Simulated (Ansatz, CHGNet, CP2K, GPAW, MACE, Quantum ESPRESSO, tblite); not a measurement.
# Which run comes nearest? Ge(111) slab, H on both faces (54 atoms)

The cell holds 54 atoms: 36 Ge and 18 H. Cell: a = 12.002 Å, b = 12.002 Å, c = 19.143 Å, α = 90.0°, β = 90.0°, γ = 120.0°. It derives from Ge (diamond-structure). Diamond-structure Ge (a = 5.658 Å), (111) slab of 4 atomic planes, 3 x 3 surface cells, H on the broken bonds of both faces, 12 Å of vacuum; displaced by a Gaussian of 0.02 Å. Then every atom was moved at random, 0.02 Å r.m.s. a Cartesian component (hydrogen 0.6 of that). Regions: slab, 36 atoms (36 Ge); hydrogen, 18 atoms (18 H). Vacuum lies along c.

Geometry: as built.

The reference, a calculation:

| Quantity | Value |
| --- | --- |
| method | Kohn-Sham DFT, PBE, PAW, plane waves (Ansatz 0.2.0); cutoff 420 eV, Γ point, fermi-dirac smearing of 0.05 eV; PAW set soft_2 |
| r.m.s. force component | 0.5381 eV/Å |
| longest force | 2.251 eV/Å |
| gap (highest filled to lowest empty level) | 0.6908 eV |
| SCF cycles | 10 |
| time | 20 s on 4 threads of Arm Neoverse V2, shared host |
| CPU time | 77 s |

Q: Estimate the differences from the reference, the CPU time and the memory of each run.
- QE PBE, sssp-1.3.0-efficiency, 45/360 Ry (Quantum ESPRESSO 7.5; 4 MPI ranks)
- CP2K r2SCAN, SCAN potentials, DZVP-UZH(SCAN), 600/50 Ry, OT CG (CP2K 2026.2; 2 threads)
- CP2K GFN1-xTB, OT DIIS (CP2K 2026.2; 1 thread)
- CP2K PBE, DZVP-MOLOPT (SR for Ge), 450/50 Ry, OT CG (CP2K 2026.2; 2 threads)
- tblite GFN1-xTB (tblite 0.8.0; 1 thread)
- GPAW PBE, LCAO dzp, h 0.2 Å (GPAW 26.7.0; 1 thread)
- CP2K PBE+D3, DZVP-MOLOPT-SR, 450/50 Ry, OT CG (CP2K 2026.2; 2 threads)
- MACE MP-0b2 small potential (MACE MP-0b2 small; 1 thread)
- CP2K PBE, DZVP-MOLOPT-SR, 450/50 Ry, OT CG (CP2K 2026.2; 2 threads)
- CP2K PBE, DZVP-UZH, 450/50 Ry, OT CG (CP2K 2026.2; 2 threads)

Differences are against the plane-wave reference, forces as r.m.s. over components; share is that over the reference's r.m.s. force, slope the least-squares factor from reference forces to these. Total energies of different programs have different zeros and aren't compared.

| run | Δ force, r.m.s. (meV/Å) | share (%) | slope | Δ gap (eV) | cores | CPU time | memory (GiB) |
| --- | --- | --- | --- | --- | --- | --- | --- |
| reference | - | - | - | - | 4 | 77 s | 2.4 |
| QE PBE, sssp-1.3.0-efficiency, 45/360 Ry | 5.91 | 1.10 | 0.996 | 0.0019 | 4 | 13 min | 5.4 |
| CP2K r2SCAN, SCAN potentials, DZVP-UZH(SCAN), 600/50 Ry, OT CG | 190 | 35.4 | 0.862 | 0.300 | 2 | 17 min | 3.5 |
| CP2K GFN1-xTB, OT DIIS | 223 | 41.4 | 0.752 | - | 1 | 3.4 s | 0.4 |
| CP2K PBE, DZVP-MOLOPT (SR for Ge), 450/50 Ry, OT CG | 17.5 | 3.25 | 0.990 | 0.0099 | 2 | 14 min | 2.4 |
| tblite GFN1-xTB | 166 | 30.9 | 0.906 | - | 1 | 1.9 s | 0.16 |
| GPAW PBE, LCAO dzp, h 0.2 Å | 141 | 26.3 | 1.169 | 0.0677 | 1 | 53 s | 1.1 |
| CP2K PBE+D3, DZVP-MOLOPT-SR, 450/50 Ry, OT CG | 94.2 | 17.5 | 0.925 | 0.004 | 2 | 7.7 min | 2.4 |
| MACE MP-0b2 small potential | 151 | 28.0 | 0.783 | - | 1 | 5.3 s | 0.67 |
| CP2K PBE, DZVP-MOLOPT-SR, 450/50 Ry, OT CG | 95.3 | 17.7 | 0.924 | 0.0045 | 2 | 7.5 min | 2.4 |
| CP2K PBE, DZVP-UZH, 450/50 Ry, OT CG | 25.3 | 4.71 | 0.970 | -0.0083 | 2 | 7.9 min | 2.4 |

Times of the machine-learned potentials are mostly Python's start and the loading of weights.

CPU time is summed over cores on a shared host, where runs went side by side, so it is rough. Symmetry, cutoffs, thresholds, outputs and thread counts weren't matched or tuned between programs; memory under MPI is the largest rank's times the ranks.

PBE on plane waves or a grid with other potentials, cutoffs or grids differs from the reference by 1.1 % (QE PBE, sssp-1.3.0-efficiency, 45/360 Ry) of the r.m.s. force; this holds the reference's own error, so differences of a few per cent don't tell which side is nearer the exact PBE result (QE's 45 Ry are 612 eV, against the reference's 420 eV). The PBE runs in local orbitals differ by 3.3 % (CP2K PBE, DZVP-MOLOPT (SR for Ge), 450/50 Ry, OT CG) to 26 % (GPAW PBE, LCAO dzp, h 0.2 Å); basis, grid and potentials can all enter. Tight binding differs by 31 % (tblite GFN1-xTB) to 41 % (CP2K GFN1-xTB, OT DIIS); it is another model, with fitted parameters of its own, and the xTB methods hold dispersion. Machine-learned potentials differ by 28 % (MACE MP-0b2 small potential); they were trained on other programs' data. Among those trained on PBE data the slope goes as low as 0.78, which softening far from their training structures can give, though the reference's k-sampling is untested too. Periodic xTB results under one method name differ between programs and library versions. Machine-learned potentials mimic data converged in k, so the reference's own k-point error enters their differences. The electronic-structure runs sample only Γ, in a cell whose shortest periodic width is 10 Å.

[Hosts, paths, dates, database ids (printed as entryN), source tags and the programs' standing remarks are cut or masked in the printed files.]
